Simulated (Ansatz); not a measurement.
**CuF (model cell, started as layered BN type): from the cell to its phonons**

Task: relax CuF (model cell, started as layered BN type), then find its harmonic phonons.

Method: DFT PBE, scalar-relativistic, plane waves, PAW, in Ansatz 0.2.0.

The structure was built from a prototype and need not be the compound's stable phase.

## Step 1: The structure

It takes space group P6_3/mmc (No. 194, hexagonal). Conventional cell: a = 3.346 Å, b = 3.346 Å, c = 4.830 Å, α = 90.00°, β = 90.00°, γ = 120.00°. Nearest to Cu lie 5 F at 1.93 to 2.42 Å. Nearest to F lie 5 Cu at 1.93 to 2.42 Å. Farther neighbours and most contacts between anions are not listed.

Structure file:

```cif
data_structure
_symmetry_space_group_name_H-M 'P 1'
_symmetry_Int_Tables_number 1
_cell_length_a 3.3463
_cell_length_b 3.3463
_cell_length_c 4.8300
_cell_angle_alpha 90.000
_cell_angle_beta 90.000
_cell_angle_gamma 120.000
_cell_volume 46.84
loop_
_atom_site_label
_atom_site_type_symbol
_atom_site_fract_x
_atom_site_fract_y
_atom_site_fract_z
_atom_site_occupancy
Cu1 Cu 0.33333 0.66667 0.25000 1
Cu2 Cu 0.66667 0.33333 0.75000 1
F3 F 0.66667 0.33333 0.25000 1
F4 F 0.33333 0.66667 0.75000 1
```

## Step 2: Coarse relaxation

A rough relaxation comes first, because large forces or stress need no tight tolerances yet.

input.yaml reads:

```yaml
crystal:
  lattice:
    - [3.34632, 0.0, 0.0]
    - [-1.67316, 2.898, 0.0]
    - [0.0, 0.0, 4.83]
  atoms:
    - { symbol: Cu, position: [0.333333, 0.666667, 0.25] }
    - { symbol: Cu, position: [0.666667, 0.333333, 0.75] }
    - { symbol: F, position: [0.666667, 0.333333, 0.25] }
    - { symbol: F, position: [0.333333, 0.666667, 0.75] }
kpoints:
  mp_grid: { grid: [9, 9, 4] }
hamiltonian:
  xc: pbe
scf:
  occupations: { method: gaussian, width: 0.1 }
output:
  forces: true
  stress: true
  eigenvalues: true
relax:
  adjacent_minimum: "off"
  f_tol: 0.05
  max_steps: 80
  cell: { stress_tol: 0.5 }
```

Command:

```sh
ansatz run input.yaml --threads 4 --pin off --max-ram 7168MiB --backend cpu --events-out ev --progress --plain --runs-dir out
```

Numbers of over 12 decimals in the logs are rounded to 6 here.

The log of the run:

```text
[...]
cell:  # Å, volume = 58.9478 Å³
    - [3.547521, 0, 0.0]
    - [-1.773761, 3.072243, 9.648227677019944e-18]
    - [0.0, 1.6080384652056756e-17, 5.408628]
  atoms:
    - { symbol: Cu, position: [0.333333, 0.666667, 0.250000] }
    - { symbol: Cu, position: [0.666667, 0.333333, 0.750000] }
    - { symbol: F, position: [0.666667, 0.333333, 0.250000] }
    - { symbol: F, position: [0.333333, 0.666667, 0.750000] }
[key lines of the parts left out:]
SCF converged after 7 iterations
Free energy (F): -14864.646384 eV
Fermi energy:    7.135677 eV
P = ⅓ Tr σ = 0.0207 GPa (0.207 kbar)
```

Elapsed: 10 s, on 4 threads of Arm Neoverse V2, shared host; peak memory 0.39 GiB.

This run has no spin polarisation, although Cu can carry a moment.

Relaxation path:

```
step  energy less that of the first step (eV)  largest force component (eV/Å)  pressure (GPa)  volume (Å³)
   1                                   0.0000                          0.0000           21.15        46.84
   2                                  -0.3564                          0.0000            9.69        51.16
   3                                  -0.4718                          0.0000            1.50        55.12
   4                                  -0.4759                          0.0000            0.16        55.73
   5                                  -0.4784                          0.0000            0.19        55.44
  6*                                  -0.5612                          0.0000            2.53        55.44
   7                                  -0.5740                          0.0000            0.66        57.32
   8                                  -0.5730                          0.0000           -0.01        58.35
  9*                                  -0.5883                          0.0000            0.11        58.35
  10                                  -0.5887                          0.0000            0.00        58.95
 11*                                  -0.5912                          0.0000            0.02        58.95
```

Relaxation steps marked * repeat the geometry before them on a plane-wave basis chosen anew for their cell, so energy and pressure can jump there.

Forces are held to the 24 operations that the run works with; a distortion that breaks them can't arise in this run.

| conventional cell, symmetrised | before | after | change |
| --- | --- | --- | --- |
| a (Å) | 3.346 | 3.548 | +6.0 % |
| b (Å) | 3.346 | 3.548 | +6.0 % |
| c (Å) | 4.830 | 5.409 | +12.0 % |
| volume (Å³/atom) | 11.71 | 14.74 | +25.9 % |

Final coordinates:

```xyz
4
Lattice="3.5475 0.0000 0.0000 -1.7738 3.0722 0.0000 0.0000 0.0000 5.4086" Properties=species:S:1:pos:R:3 pbc="T T T"
Cu    0.0000    2.0482    1.3522
Cu    1.7738    1.0241    4.0565
F     1.7738    1.0241    1.3522
F     0.0000    2.0482    4.0565
```

This step gave:

| Property | Result |
| --- | --- |
| pressure | 0.02073 GPa |
| volume per atom | 14.74 Å³ |
| gap on the k-mesh | 0 eV |

In this step the volume went from 11.71 to 14.74 Å³/atom.

## Step 3: Relaxation

Harmonic phonons are second derivatives at a point where the forces vanish, and they are wanted at zero stress, so atoms and cell are relaxed first.

input.yaml reads:

```yaml
crystal:
  lattice:
    - [3.547521178, 0.0, 0.0]
    - [-1.773760589, 3.0722434606, 0.0]
    - [0.0, 0.0, 5.4086279515]
  atoms:
    - { symbol: Cu, position: [0.3333333333, 0.6666666667, 0.25] }
    - { symbol: Cu, position: [0.6666666667, 0.3333333333, 0.75] }
    - { symbol: F, position: [0.6666666667, 0.3333333333, 0.25] }
    - { symbol: F, position: [0.3333333333, 0.6666666667, 0.75] }
kpoints:
  mp_grid: { grid: [12, 12, 8] }
hamiltonian:
  xc: pbe
scf:
  occupations: { method: gaussian, width: 0.1 }
output:
  forces: true
  stress: true
  eigenvalues: true
  write_density: true
  write_potential: true
  elf: true
  volumetric_format: npy
relax:
  adjacent_minimum: "off"
  f_tol: 0.005
  max_steps: 80
  cell: { stress_tol: 0.05 }
```

The log of the run:

```text
[...]
Crystal: 4 atoms, lattice volume = 58.948 Å³
Basis set: ecut = 420 eV, 1141 PW (Γ), exchange–correlation on 48×48×80 points (8 copies of the dense FFT grid, shifted against one another)
Bands: 32, of which v1, the nominal top of the filled ones, is band 26 counted from 1 (25 counted from 0)
Symmetry: 24 space group operations
[...]
k-points: 95 of 1152
[...]
SCF iter   1: F=—  HF=-14864.644840 eV  |F-HF|=—  |Δ(HF+E_count)|=         —  Δρ=4.59e-3  dr2=7.89e-3  ethr=1.77e-3  ⟨swp⟩=5.1  Hψ=11033  notcnv=0  defer=8
[...]
SCF iter   7: F=-14864.644011 eV  HF=-14864.644011 eV  |F-HF|=3.70e-8  |Δ(HF+E_count)|=   2.43e-8  Δρ=1.02e-5  dr2=4.26e-8  ethr=1.92e-10  ⟨swp⟩=9.3  Hψ=20440  notcnv=0
SCF 1 converged in 7 iterations: F = -14864.644011 eV  dr2 = 4.26e-8
[...]
relax step   1: F+E_penalty+E_count = -14864.64401105 eV  Δ(F+E_penalty+E_count) = +0.000e0 eV  max|allowed force component| = 9.483e-17 eV/Å  Δτ_max = 0.0000 Å  P = +0.019 GPa  Ω = 58.948 Å³  (7 SCF iters, dr2 threshold 1.00e-7 eV, accepted)
Crystal: 4 atoms, lattice volume = 59.146 Å³
[...]
SCF iter   5: F=-14864.643858 eV  HF=-14864.643858 eV  |F-HF|=9.15e-9  |Δ(HF+E_count)|=   6.65e-7  Δρ=1.29e-5  dr2=3.30e-8  ethr=7.35e-10  ⟨swp⟩=6.8  Hψ=19161  notcnv=0
SCF 2 converged in 5 iterations: F = -14864.643858 eV  dr2 = 3.30e-8
relax step   2: F+E_penalty+E_count = -14864.64385825 eV  Δ(F+E_penalty+E_count) = +1.528e-4 eV  max|allowed force component| = 1.480e-16 eV/Å  Δτ_max = 0.0000 Å  P = -0.068 GPa  Ω = 59.146 Å³  energy of the carried Pulay correction = -6.572e-4 eV  (5 SCF iters, dr2 threshold 3.82e-7 eV, accepted)
Crystal: 4 atoms, lattice volume = 59.328 Å³
[...]
SCF iter   6: F=-14864.643604 eV  HF=-14864.643604 eV  |F-HF|=2.21e-8  |Δ(HF+E_count)|=   1.31e-7  Δρ=9.75e-6  dr2=3.74e-8  ethr=3.14e-10  ⟨swp⟩=5.7  Hψ=19022  notcnv=0
SCF 3 converged in 6 iterations: F = -14864.643604 eV  dr2 = 3.74e-8
relax step   3: F+E_penalty+E_count = -14864.64360436 eV  Δ(F+E_penalty+E_count) = +2.539e-4 eV  max|allowed force component| = 3.701e-17 eV/Å  Δτ_max = 0.0000 Å  P = +0.304 GPa  Ω = 59.328 Å³  energy of the carried Pulay correction = -1.290e-3 eV  (6 SCF iters, dr2 threshold 1.63e-7 eV, accepted)
[...]
relax step   4: F+E_penalty+E_count = -14864.64329787 eV  Δ(F+E_penalty+E_count) = +3.065e-4 eV  max|allowed force component| = 9.946e-17 eV/Å  Δτ_max = 0.0000 Å  P = -0.052 GPa  Ω = 59.526 Å³  energy of the carried Pulay correction = -1.924e-3 eV  (4 SCF iters, dr2 threshold 4.00e-7 eV, accepted)
[...]
relax step   5: F+E_penalty+E_count = -14864.64348488 eV  Δ(F+E_penalty+E_count) = -1.870e-4 eV  max|allowed force component| = 7.170e-17 eV/Å  Δτ_max = 0.0000 Å  P = -0.001 GPa  Ω = 59.471 Å³  energy of the carried Pulay correction = -1.745e-3 eV  (6 SCF iters, dr2 threshold 8.95e-9 eV, accepted)
[...]
relax step   6: F+E_penalty+E_count = -14864.64551362 eV  Δ(F+E_penalty+E_count) = -2.029e-3 eV  max|allowed force component| = 9.483e-17 eV/Å  Δτ_max = 0.0000 Å  P = +0.055 GPa  Ω = 59.471 Å³  stress off target by 1.45e-1 GPa  SCF on the basis re-selected at this cell (its energy is not comparable with the rows above)  (8 SCF iters)
[...]
relax step   7: F+E_penalty+E_count = -14864.64500633 eV  Δ(F+E_penalty+E_count) = +5.073e-4 eV  max|allowed force component| = 1.388e-16 eV/Å  Δτ_max = 0.0000 Å  P = +0.010 GPa  Ω = 59.666 Å³  energy of the carried Pulay correction = -6.375e-4 eV  (5 SCF iters, dr2 threshold 5.23e-8 eV, accepted)
[...]
relax step   8: F+E_penalty+E_count = -14864.64576398 eV  Δ(F+E_penalty+E_count) = -7.577e-4 eV  max|allowed force component| = 1.457e-16 eV/Å  Δτ_max = 0.0000 Å  P = +0.028 GPa  Ω = 59.666 Å³  stress off target by 6.12e-2 GPa  SCF on the basis re-selected at this cell (its energy is not comparable with the rows above)  (7 SCF iters)
[...]
relax step   9: F+E_penalty+E_count = -14864.64547806 eV  Δ(F+E_penalty+E_count) = +2.859e-4 eV  max|allowed force component| = 1.434e-16 eV/Å  Δτ_max = 0.0000 Å  P = +0.006 GPa  Ω = 59.761 Å³  energy of the carried Pulay correction = -3.105e-4 eV  (5 SCF iters, dr2 threshold 9.36e-9 eV, accepted)
[...]
SCF iter   7: F=-14864.645765 eV  HF=-14864.645765 eV  |F-HF|=5.46e-12  |Δ(HF+E_count)|=  6.18e-11  Δρ=1.46e-7  dr2=5.74e-12  ethr=1.00e-12  ⟨swp⟩=4.1  Hψ=13802  notcnv=0
SCF 10 converged in 7 iterations: F = -14864.645765 eV  dr2 = 5.74e-12
relax step  10: F+E_penalty+E_count = -14864.64576508 eV  Δ(F+E_penalty+E_count) = -2.870e-4 eV  max|allowed force component| = 1.180e-16 eV/Å  Δτ_max = 0.0000 Å  P = +0.011 GPa  Ω = 59.761 Å³  stress off target by 2.16e-2 GPa  SCF on the basis re-selected at this cell (its energy is not comparable with the rows above)  (7 SCF iters)
[...]
SCF converged after 7 iterations
Free energy (F): -14864.645765 eV
[...]
Internal energy: -14864.633137 eV  (E = F + TS)
E sigma→0 (E₀):  -14864.639451 eV
Entropy (-TS):   -0.012628 eV (-3.157 meV/atom)
Fermi energy:    6.982649 eV
[...]
--- Stress (GPa, compression-positive) ---
        0.005036      -0.000000      -0.000000
        0.000000       0.005036       0.000000
       -0.000000       0.000000       0.021622
  P = ⅓ Tr σ = 0.0106 GPa (0.106 kbar)
--- Band table (eV; the first three rows and the last of 95) ---
  k-point 0: bands = [... 22 lower, 6.2130, 6.9716, 6.9716, 6.9863, 6.9863, 10.0328, 11.3520, 18.3247, ... 2 higher]
  k-point 1: bands = [... 22 lower, 6.2278, 6.9722, 6.9722, 6.9857, 6.9857, 9.5713, 11.8726, 18.3173, ... 2 higher]
  k-point 2: bands = [... 22 lower, 6.2983, 6.9735, 6.9735, 6.9838, 6.9838, 8.7965, 12.8322, 18.1510, ... 2 higher]
  k-point 94: bands = [... 22 lower, 6.2616, 6.2616, 6.2663, 6.2663, 12.1512, 12.1512, 12.6553, 12.6553, ... 2 higher]
--- Relaxed structure (7 steps of the walk, 7 accepted, 3 SCFs on fresh bases) ---
[...]
cell:  # Å, volume = 59.7612 Å³
    - [3.534872, 0, 0.0]
    - [-1.767436, 3.061289, 0.0]
    - [0.0, 0.0, 5.522572]
  atoms:
    - { symbol: Cu, position: [0.333333, 0.666667, 0.25] }
    - { symbol: Cu, position: [0.666667, 0.333333, 0.75] }
    - { symbol: F, position: [0.666667, 0.333333, 0.25] }
    - { symbol: F, position: [0.333333, 0.666667, 0.75] }
```

The job ended after 24 s (4 threads; peak memory 0.46 GiB; 94 s of CPU time).

Step by step:

```csv
step,energy less that of the first step (eV),largest force component (eV/Å),pressure (GPa),volume (Å³)
1,0.0000,0.0000,0.02,58.95
2,0.0002,0.0000,-0.07,59.15
3,0.0004,0.0000,0.30,59.33
4,0.0007,0.0000,-0.05,59.53
5,0.0005,0.0000,0.00,59.47
6*,-0.0015,0.0000,0.06,59.47
7,-0.0010,0.0000,0.01,59.67
8*,-0.0018,0.0000,0.03,59.67
9,-0.0015,0.0000,0.01,59.76
10*,-0.0018,0.0000,0.01,59.76
```

Relaxation steps marked * repeat the geometry before them on a plane-wave basis chosen anew for their cell, so energy and pressure can jump there.

Forces are held to the 24 operations that the run works with; a distortion that breaks them can't arise in this run.

```
conventional cell, symmetrised  before  after  change
                         a (Å)   3.548  3.535  -0.4 %
                         b (Å)   3.548  3.535  -0.4 %
                         c (Å)   5.409  5.523  +2.1 %
              volume (Å³/atom)   14.74  14.94  +1.4 %
```

Final coordinates:

```xyz
4
Lattice="3.5349 0.0000 0.0000 -1.7674 3.0613 0.0000 0.0000 0.0000 5.5226" Properties=species:S:1:pos:R:3 pbc="T T T"
Cu    0.0000    2.0409    1.3806
Cu    1.7674    1.0204    4.1419
F     1.7674    1.0204    1.3806
F     0.0000    2.0409    4.1419
```

Numbers from this step:

* pressure: 0.01057 GPa
* volume per atom: 14.94 Å³

ELF in the ac plane at fractional y = 0.333, with atoms of Cu and F within 0.2 Å of it. It is the smooth field of the valence electrons, not physical close to the nuclei.

Ten even steps from '_' (0.04) to '@' (0.86), each cell a mean:
```
____________________________
______________............__
____....______..::::::::..__
__..::::..__..::==**++--..__
__::--::..__..--##@@@@==..__
__::--::..__..--**@@%%==..__
__..::..____..::--====::..__
____..________..::::::....__
______________..........____
____________________________
____________________________
______________..::--::..____
____________::++##%%%%**--..
____..____..==%%@@@@@@%%**::
____..____..++@@%%##%%@@##--
____..____..**@@##++**%%%%--
____..____..++@@%%%%%%@@##--
__________..--%%@@@@@@%%**::
____________..==**##**++::__
______________....::::..____
____________________________
```
Columns run along a (3.5 Å), rows up along c (5.5 Å). Atoms in or near the plane, at fractional coordinates: Cu at (0.67, 0.75), F at (0.67, 0.25).

Valence density in the ac plane at fractional y = 0.333, with atoms of Cu and F within 0.2 Å of it. It is the smooth field of the valence electrons, not physical close to the nuclei.

Ten steps, logarithmic in the rise over the least value, from '0' (0 e/Å³) to '9' (53 e/Å³), each cell a mean:
```
00000000000000
00000000111100
00000002343210
00000014687520
00000015899631
00000015899631
00000013566420
00000001333210
00000000111000
00000000000000
00000000000000
00000000000000
00000001122100
00000002344210
00000013566421
00000013666421
00000013565420
00000002343210
00000000111000
00000000000000
00000000000000
```
Columns run along a (3.5 Å), rows up along c (5.5 Å). Atoms in or near the plane, at fractional coordinates: Cu at (0.67, 0.75), F at (0.67, 0.25).

Electrostatic potential energy in the ac plane at fractional y = 0.333, with atoms of Cu and F within 0.2 Å of it. With pseudopotentials it is smooth inside the atoms' cores, unlike the true potential.

Values in eV, 21 rows by 14 columns, each cell a mean:
```
 10  10  11  11  10  10   9   8   7   6   7   8   9   9
 10  10  11  10  10   9   7   4  -1  -4  -3   2   6   8
  9  10  10  10   9   8   4  -8 -21 -27 -25 -13  -1   6
  8   9  10  10   9   6  -4 -27 -40 -43 -42 -33 -14   2
  7   9   9   9   8   5  -9 -35 -43 -43 -43 -39 -21  -1
  7   9   9   9   8   5  -9 -34 -43 -43 -43 -39 -20  -1
  8  10  10  10   9   6  -1 -21 -36 -40 -39 -28 -10   3
  9  10  10  10  10   8   5  -5 -16 -22 -20  -9   1   6
 10  10  11  10  10   9   8   5   1  -1   0   4   7   8
 10  10  10  10  10  10  10   9   8   8   8   9   9  10
 10  10  10  10  10  10  10  10  10  10  10  10  10  10
 10  10   9   9  10  10  10  10  10  10  10  10  10  10
  9   8   8   8   9   9  10   9   6   2   4   8  10  10
  8   7   6   6   7   8   9   1 -16 -24 -21  -6   7   9
  7   5   5   5   6   7   8 -15 -32 -38 -35 -23   0   8
  7   5   4   4   6   7   6 -20 -37 -40 -39 -28  -4   7
  7   6   5   5   7   8   8 -11 -30 -37 -34 -20   2   8
  8   7   7   7   8   9   9   4 -10 -19 -16  -1   8   9
  9   9   8   9   9  10  10  10  10   8   9  10  10  10
 10  10  10  10  10  10  10  10  10  10  10  10  10  10
 10  10  10  10  10  10  10  10  10  10  10  10  10  10
```
Columns run along a (3.5 Å; values clipped at the 3rd and 97th percentile), rows up along c (5.5 Å). Atoms in or near the plane, at fractional coordinates: Cu at (0.67, 0.75), F at (0.67, 0.25).

In this step the volume went from 14.74 to 14.94 Å³/atom.

## Step 4: Tight relaxation

Phonons need a cell at rest on their own settings, so the relaxation is repeated with tight tolerances on forces and stress on the k mesh and occupations of the first response run.

input.yaml reads:

```yaml
crystal:
  lattice:
    - [3.5348722285, 0.0, 0.0]
    - [-1.7674361142, 3.061289149, 0.0]
    - [0.0, 0.0, 5.5225723557]
  atoms:
    - { symbol: Cu, position: [0.3333333333, 0.6666666667, 0.25] }
    - { symbol: Cu, position: [0.6666666667, 0.3333333333, 0.75] }
    - { symbol: F, position: [0.6666666667, 0.3333333333, 0.25] }
    - { symbol: F, position: [0.3333333333, 0.6666666667, 0.75] }
kpoints:
  mp_grid: { grid: [12, 12, 8] }
hamiltonian:
  xc: pbe
scf:
  occupations: { method: methfessel_paxton, width: 0.15 }
output:
  forces: true
  stress: true
  eigenvalues: true
relax:
  adjacent_minimum: "off"
  f_tol: 0.001
  max_steps: 60
  cell: { stress_tol: 0.01 }
```

The log of the run:

```text
[...]
Crystal: 4 atoms, lattice volume = 59.761 Å³
Basis set: ecut = 420 eV, 1141 PW (Γ), exchange–correlation on 48×48×80 points (8 copies of the dense FFT grid, shifted against one another)
Bands: 32, of which v1, the nominal top of the filled ones, is band 26 counted from 1 (25 counted from 0)
Symmetry: 24 space group operations
[...]
k-points: 95 of 1152
[...]
--- Relaxed structure (6 steps of the walk, 6 accepted, 2 SCFs on fresh bases) ---
[...]
cell:  # Å, volume = 59.8254 Å³
    - [3.533679, -2.8857828452973355e-11, 0]
    - [-1.766840, 3.060256, 0]
    - [0, 0, 5.532232]
  atoms:
    - { symbol: Cu, position: [0.333333, 0.666667, 0.250000] }
    - { symbol: Cu, position: [0.666667, 0.333333, 0.750000] }
    - { symbol: F, position: [0.666667, 0.333333, 0.250000] }
    - { symbol: F, position: [0.333333, 0.666667, 0.750000] }
[key lines of the parts left out:]
SCF converged after 9 iterations
Free energy (F): -14864.639909 eV
Fermi energy:    6.965857 eV
P = ⅓ Tr σ = 0.0017 GPa (0.017 kbar)
```

The job ended after 20 s (4 threads; peak memory 0.46 GiB; 74 s of CPU time).

Relaxation path:

```csv
step,energy less that of the first step (eV),largest force component (eV/Å),pressure (GPa),volume (Å³)
1,0.0000,0.0000,-0.01,59.76
2,0.0000,0.0000,-0.01,59.78
3,0.0001,0.0000,0.02,59.79
4,0.0002,0.0000,-0.01,59.82
5,0.0001,0.0000,0.00,59.81
6*,0.0000,0.0000,0.00,59.81
7,0.0000,0.0000,0.00,59.83
8*,0.0000,0.0000,0.00,59.83
```

Relaxation steps marked * repeat the geometry before them on a plane-wave basis chosen anew for their cell, so energy and pressure can jump there.

The run keeps the 24 symmetry operations that it works with, so distortions that break them were not tested.

| conventional cell, symmetrised | before | after | change |
| --- | --- | --- | --- |
| a (Å) | 3.535 | 3.534 | -0.0 % |
| b (Å) | 3.535 | 3.534 | -0.0 % |
| c (Å) | 5.523 | 5.532 | +0.2 % |
| volume (Å³/atom) | 14.94 | 14.96 | +0.1 % |

Numbers from this step:

* pressure: 0.001737 GPa
* volume per atom: 14.96 Å³

The forces vanish by symmetry and the pressure is 0.002 GPa, within the tolerances set. The cell now holds 14.96 Å³/atom.

(Continued in part 2 of 2.)

[Logs are printed without paths, hosts, clocks, repeated set-up lines and the standing remarks that a program may print on its own settings, such as how far it seeks lower states.]

[Hosts, paths, dates, database ids (printed as entryN), source tags and the programs' standing remarks are cut or masked in the printed files.]
